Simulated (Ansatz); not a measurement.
# Decaying states in the gap of MgIF, part 3 of 3

Aim: relax a made-up compound, MgIF, and see how good a tunnel barrier it would be. It is built by putting F for part of the I in the MgI2 structure of space group P-3m1, with the volume rescaled by atomic radii. The parent structure comes from the Materials Project.

Ansatz 0.2.0; PBEsol DFT, plane waves, PAW files (the session's first sound run).

So far, gap on path (eV): step 3 (the bulk crystal and its band edges, PBEsol) 0.739; step 6 (LDA) 0.572.

The structure was built from a prototype and need not be the compound's stable phase.

### 7. Complex bands at another level

This step: LDA DFT, plane waves, PAW files; complex bands by layer matching along the plane's normal (Ansatz 0.2.0).

The complex bands at that level, over its own gap, at (0, 0) and (0, -0.5).

File input.yaml:

```yaml
crystal:
  lattice:
    - [3.694852318, 0.0, 0.0]
    - [0.0, 5.25170748, 0.0]
    - [1.847426159, 0.0, 3.19983597]
  atoms:
    - { symbol: Mg, position: [0.0, 0.9141128195, 0.0] }
    - { symbol: I, position: [0.3333333333, 0.2806157411, 0.3333333333] }
    - { symbol: F, position: [0.6666666667, 0.8052714394, 0.6666666667] }
kpoints:
  mp_grid: { grid: [8, 4, 8] }
scf:
  occupations: { method: fixed }
hamiltonian:
  xc: lda
output:
  eigenvalues: true
  transmission:
    leads: [[0, 0]]
    kpoints: [[0.0, 0.0], [0.0, -0.5]]
    e_range: [-1.0, 1.57]
    de: 0.05
```

Launch:

```console
$ ansatz run input.yaml --threads 2 --pin off --max-ram 4096MiB --backend cpu --events-out ev --progress --plain --runs-dir out
```

Numbers of over 12 decimals in the logs are rounded to 6 here.

The program printed:

```text
[...]
Crystal: 3 atoms, lattice volume = 62.091 Å³
Basis set: ecut = 420 eV, 1241 PW (Γ)
Bands: 21, of which v1, the nominal top of the filled ones, is band 17 counted from 1 (16 counted from 0)
Symmetry: 6 space group operations
[...]
k-points: 35 of 256 (time reversal used)
[...]
SCF iter   1: F=—  HF=-10054.317940 eV  |F-HF|=—  |Δ(HF+E_count)|=         —  Δρ=1.18e-2  dr2=5.84e-2  ethr=1.77e-3  ⟨swp⟩=5.0  Hψ=3285  notcnv=0  defer=70
[...]
SCF iter   7: F=-10054.300136 eV  HF=-10054.300136 eV  |F-HF|=5.66e-10  |Δ(HF+E_count)|=   6.91e-9  Δρ=4.33e-6  dr2=1.05e-8  ethr=2.94e-10  ⟨swp⟩=6.1  Hψ=2778  notcnv=0
SCF 1 converged in 7 iterations: F = -10054.300136 eV  dr2 = 1.05e-8
[...]
transmission: 5 of 10 steps passed
transmission: 10 of 10 steps passed
SCF converged after 7 iterations
Free energy (F): -10054.300136 eV
[...]
Internal energy: -10054.300136 eV  (E = F + TS)
E sigma→0 (E₀):  -10054.300136 eV
Fermi energy:    7.172823 eV
[...]
--- Band table (eV; the first three rows and the last of 35) ---
  k-point 0: bands = [... 13 lower, 1.4011, 4.5849, 7.1512, 7.1512, 7.7447, 12.6046, 15.0165, 15.0165]
  k-point 1: bands = [... 13 lower, 1.3755, 4.6085, 6.0975, 6.9557, 8.1786, 13.1892, 14.5303, 15.4400]
  k-point 2: bands = [... 13 lower, 1.4070, 4.3981, 4.6765, 6.5437, 9.0832, 12.3448, 13.6701, 14.7892]
  k-point 34: bands = [... 13 lower, 1.4614, 3.2891, 4.5587, 4.9661, 10.1069, 12.3031, 14.4170, 14.7035]
--- Transmission ---
  basis      : 173 plane waves across, 5 finite elements along
  points     : 2, as listed
[...]
crystal 0  : Mg1I1F1, at the sites [0, 0], period 3.1998 Å: whole cells are its period
[...]
channels       : 0.000000e0 a spin
[...]
slowest decay  : 0.0912 /Å at (0.0000, 0.0000)
```

The job ended after 14 s (2 threads of Intel Xeon Platinum 8488C (Sapphire Rapids), shared host; peak memory 0.5 GiB; 18 s of CPU time).

Numbers from this step:

```
level to which the leads are filled                       : 0.2859 eV from the Fermi level
decay constant at the filling level, zone centre          : 0.09118 Å⁻¹
decay constant at the filling level, slowest listed point : 0.0912 Å⁻¹
```

K parallel (0, 0); values up to 1.5 1/Å, a degenerate pair printed once or twice; energies at which all values exceed this have no row. Im kz of the slowest decaying states against energy, zero at the highest filled level on the SCF mesh:

| energy (eV) | decay 1 (Å⁻¹) | decay 2 (Å⁻¹) | decay 3 (Å⁻¹) | decay 4 (Å⁻¹) |
| --- | --- | --- | --- | --- |
| -1.00 | 0.501 | 0.592 | 1.07 | 1.22 |
| -0.90 | 0.489 | 0.593 | 1.06 | 1.22 |
| -0.80 | 0.476 | 0.594 | 1.05 | 1.22 |
| -0.70 | 0.463 | 0.594 | 1.04 | 1.22 |
| -0.60 | 0.449 | 0.593 | 1.03 | 1.22 |
| -0.50 | 0.434 | 0.592 | 1.02 | 1.22 |
| -0.40 | 0.419 | 0.591 | 1.01 | 1.22 |
| -0.30 | 0.402 | 0.590 | 0.999 | 1.22 |
| -0.20 | 0.385 | 0.588 | 0.989 | 1.22 |
| -0.10 | 0.367 | 0.585 | 0.979 | 1.22 |
| 0.00 | 0.0285 | 0.0774 | 0.347 | 0.583 |
| 0.10 | 0.0648 | 0.179 | 0.327 | 0.580 |
| 0.20 | 0.0826 | 0.237 | 0.305 | 0.576 |
| 0.35 | 0.0918 | 0.272 | 0.297 | 0.571 |
| 0.45 | 0.0823 | 0.252 | 0.328 | 0.567 |
| 0.55 | 0.0406 | 0.235 | 0.354 | 0.563 |
| 0.65 | 0.226 | 0.376 | 0.558 | 0.901 |
| 0.75 | 0.222 | 0.396 | 0.553 | 0.890 |
| 0.85 | 0.222 | 0.413 | 0.548 | 0.879 |
| 0.95 | 0.224 | 0.428 | 0.542 | 0.868 |
| 1.05 | 0.227 | 0.442 | 0.537 | 0.856 |
| 1.15 | 0.231 | 0.454 | 0.530 | 0.844 |
| 1.25 | 0.234 | 0.465 | 0.524 | 0.833 |
| 1.35 | 0.238 | 0.475 | 0.517 | 0.821 |
| 1.45 | 0.241 | 0.484 | 0.510 | 0.808 |
| 1.55 | 0.244 | 0.492 | 0.503 | 0.796 |

K parallel (0, 0). The Re kz of states that move upwards by energy, zero at the highest filled level on the SCF mesh:

| energy (eV) | channel 1 (Å⁻¹) | channel 2 (Å⁻¹) |
| --- | --- | --- |
| -1.00 | -0.756 | -0.234 |
| -0.90 | -0.668 | -0.219 |
| -0.80 | -0.596 | -0.203 |
| -0.75 | -0.564 | -0.195 |
| -0.65 | -0.503 | -0.178 |
| -0.55 | -0.445 | -0.160 |
| -0.45 | -0.388 | -0.142 |
| -0.40 | -0.359 | -0.132 |
| -0.30 | -0.299 | -0.111 |
| -0.20 | -0.233 | -0.0868 |
| -0.10 | -0.151 | -0.0560 |
| -0.05 | -0.0896 | -0.0332 |
| 0.00 | - | - |
| 0.05 | - | - |
| 0.15 | - | - |
| 0.25 | - | - |
| 0.30 | - | - |
| 0.40 | - | - |
| 0.50 | - | - |
| 0.60 | 0.0494 | - |
| 0.65 | 0.0866 | - |
| 0.75 | 0.141 | - |
| 0.85 | 0.186 | - |
| 0.95 | 0.225 | - |
| 1.00 | 0.244 | - |
| 1.10 | 0.277 | - |
| 1.20 | 0.309 | - |
| 1.30 | 0.338 | - |
| 1.35 | 0.352 | - |
| 1.45 | 0.379 | - |
| 1.55 | 0.405 | - |

K parallel (0, -0.5); values up to 1.5 1/Å, a degenerate pair printed once or twice; energies at which all values exceed this have no row. Im kz of the slowest decaying states against energy, zero at the highest filled level on the SCF mesh:

| energy (eV) | decay 1 (Å⁻¹) | decay 2 (Å⁻¹) | decay 3 (Å⁻¹) | decay 4 (Å⁻¹) |
| --- | --- | --- | --- | --- |
| -1.000 | 0.393 | 0.929 | 1.11 | 1.22 |
| -0.800 | 0.404 | 0.914 | 1.10 | 1.21 |
| -0.600 | 0.411 | 0.899 | 1.09 | 1.21 |
| -0.400 | 0.415 | 0.883 | 1.08 | 1.20 |
| -0.200 | 0.416 | 0.867 | 1.07 | 1.19 |
| 0.000 | 0.00187 | 0.00364 | 0.414 | 0.850 |
| 0.200 | 0.0994 | 0.214 | 0.409 | 0.833 |
| 0.400 | 0.137 | 0.292 | 0.402 | 0.814 |
| 0.600 | 0.164 | 0.344 | 0.391 | 0.795 |
| 0.800 | 0.185 | 0.378 | 0.383 | 0.775 |
| 1.000 | 0.201 | 0.361 | 0.414 | 0.754 |
| 1.200 | 0.215 | 0.341 | 0.438 | 0.732 |
| 1.400 | 0.226 | 0.317 | 0.458 | 0.708 |

At the listed wavevectors the last open channel is at -0.05 eV and the next at +0.60 eV on the grid. At +0.30 eV, the grid energy nearest the filling level (the middle of the gap on the SCF mesh), the slowest state at the listed wavevectors decays with κ = 0.0912 Å⁻¹, its amplitude falling by e over 11 Å; the first such run, plane (100), gave 0.106 Å⁻¹ over as many of its listed wavevectors.

### 8. The same cell, other settings

This step: PBEsol DFT, plane waves, PAW files; complex bands by layer matching along the plane's normal; changed: kpoints.mp_grid.grid = [1, 1, 1], scf.max_iter = 100 (Ansatz 0.2.0).

This run repeats an earlier one, its twin (the complex run, plane (100)), with two settings changed (kpoints.mp_grid.grid, scf.max_iter; files written aside). The setting was drawn as a possible misstep, on purpose. Where the input is shown as a difference, that is against the step before, not the twin.

Changes to input.yaml since step 7:

```diff
@@ -10,7 +10,8 @@
 kpoints:
-  mp_grid: { grid: [8, 4, 8] }
+  mp_grid: { grid: [1, 1, 1] }
 scf:
   occupations: { method: fixed }
+  max_iter: 100
 hamiltonian:
-  xc: lda
+  xc: pbesol
 output:
@@ -19,4 +20,4 @@
     leads: [[0, 0]]
-    kpoints: [[0.0, 0.0], [0.0, -0.5]]
-    e_range: [-1.0, 1.57]
+    kpoints: [[0.0, 0.0], [0.0, -0.5], [0.5, 0.0]]
+    e_range: [-1.0, 1.74]
     de: 0.05
```

The program printed:

```text
[...]
Crystal: 3 atoms, lattice volume = 62.091 Å³
Basis set: ecut = 420 eV, 1241 PW (Γ)
Bands: 21, of which v1, the nominal top of the filled ones, is band 17 counted from 1 (16 counted from 0)
Symmetry: 6 space group operations
[...]
k-points: 1
[...]
SCF iter   1: F=—  HF=-10139.385429 eV  |F-HF|=—  |Δ(HF+E_count)|=         —  Δρ=3.60e-2  dr2=9.73e-1  ethr=1.77e-3  ⟨swp⟩=5.0  Hψ=89  notcnv=0  defer=2
[...]
SCF iter   8: F=-10139.257788 eV  HF=-10139.257788 eV  |F-HF|=3.95e-8  |Δ(HF+E_count)|=   1.01e-6  Δρ=7.35e-6  dr2=3.61e-8  ethr=2.94e-10  ⟨swp⟩=8.0  Hψ=104  notcnv=0
SCF 1 converged in 8 iterations: F = -10139.257788 eV  dr2 = 3.61e-8
[...]
transmission: 5 of 15 steps passed
transmission: 10 of 15 steps passed
transmission: 15 of 15 steps passed
SCF converged after 8 iterations
Free energy (F): -10139.257788 eV
[...]
Internal energy: -10139.257788 eV  (E = F + TS)
E sigma→0 (E₀):  -10139.257788 eV
Fermi energy:    7.982639 eV
[...]
--- Band table (eV) ---
  k-point 0: bands = [... 13 lower, 2.6381, 5.5329, 7.9826, 7.9826, 8.5119, 13.4517, 15.6532, 15.6532]
--- Transmission ---
  basis      : 173 plane waves across, 5 finite elements along
  points     : 3, as listed
[...]
crystal 0  : Mg1I1F1, at the sites [0, 0], period 3.1998 Å: whole cells are its period
[...]
channels       : 0.000000e0 a spin
[...]
slowest decay  : 0.0814 /Å at (0.0000, 0.0000)
```

The job ended after 20 s (2 threads; peak memory 0.48 GiB; 25 s of CPU time).

Residual by cycle:

cycle, log10 residual and a bar from the least value:
```
        1        0.0 ##############################
        2       -0.6 ############################
        3       -1.3 #########################
        4       -2.6 ###################
        5       -3.7 ###############
        6       -5.2 #########
        7       -6.3 #####
        8       -7.4
```

The run finished. A setting was moved off its sound value on purpose, so it serves as a test and not as the result.

The fault put into the input: one k-point for a small cell (kpoints.mp_grid.grid = [1, 1, 1]).

Side by side:

| quantity | this run | sound run | difference |
| --- | --- | --- | --- |
| free energy (eV) | -10139.26 | -10147.81 | 8.55 |
| Fermi energy (eV) | 7.9826 | 7.3608 | 0.622 |
| gap on the k-mesh (eV) | 0.52925 | 0.73937 | -0.210 |
| level to which the leads are filled (eV from the Fermi level) | 0.26462 | 0.36969 | -0.105 |
| decay constant at the filling level, zone centre (Å⁻¹) | 0.08144 | 0.1062 | -0.0248 |
| decay constant at the filling level, slowest listed point (Å⁻¹) | 0.0814 | 0.1062 | -0.0248 |

One result that differs is the level to which the leads are filled, 0.265 eV from the Fermi level against 0.370 eV from the Fermi level.

### 9. Outcome

| Item | Value |
| --- | --- |
| band gap | 0.739 eV |
| least decay constant at mid-gap, normal to (100) | 0.106 Å⁻¹ |
| least decay constant on a mesh, normal to (100) | 0.107 Å⁻¹ |
| least decay constant, LDA | 0.0912 Å⁻¹ |

In words: With PBEsol, the slowest decay at the wavevectors tried is κ = 0.106 Å⁻¹, normal to (100). Through such a film the transmission near mid-gap falls as exp(−2κd), a factor of ten every 11 Å. A free electron under a barrier of half the gap would need a mass of 0.12 mₑ to decay at this rate. With LDA the gap goes from 0.739 to 0.572 eV and the decay constant, over the first 2 listed wavevectors, from 0.106 to 0.0912 Å⁻¹. The compound is made up by substitution; its stability against other phases and against distortions of the cell's symmetry was not tested. A semilocal functional narrows gaps, while spin-orbit coupling, left out here, narrows them in compounds of heavy elements, so the error in κ can go either way.

[Logs are printed without paths, hosts, clocks, repeated set-up lines and the standing remarks that a program may print on its own settings, such as how far it seeks lower states.]

[Hosts, paths, dates, database ids (printed as entryN), source tags and the programs' standing remarks are cut or masked in the printed files.]
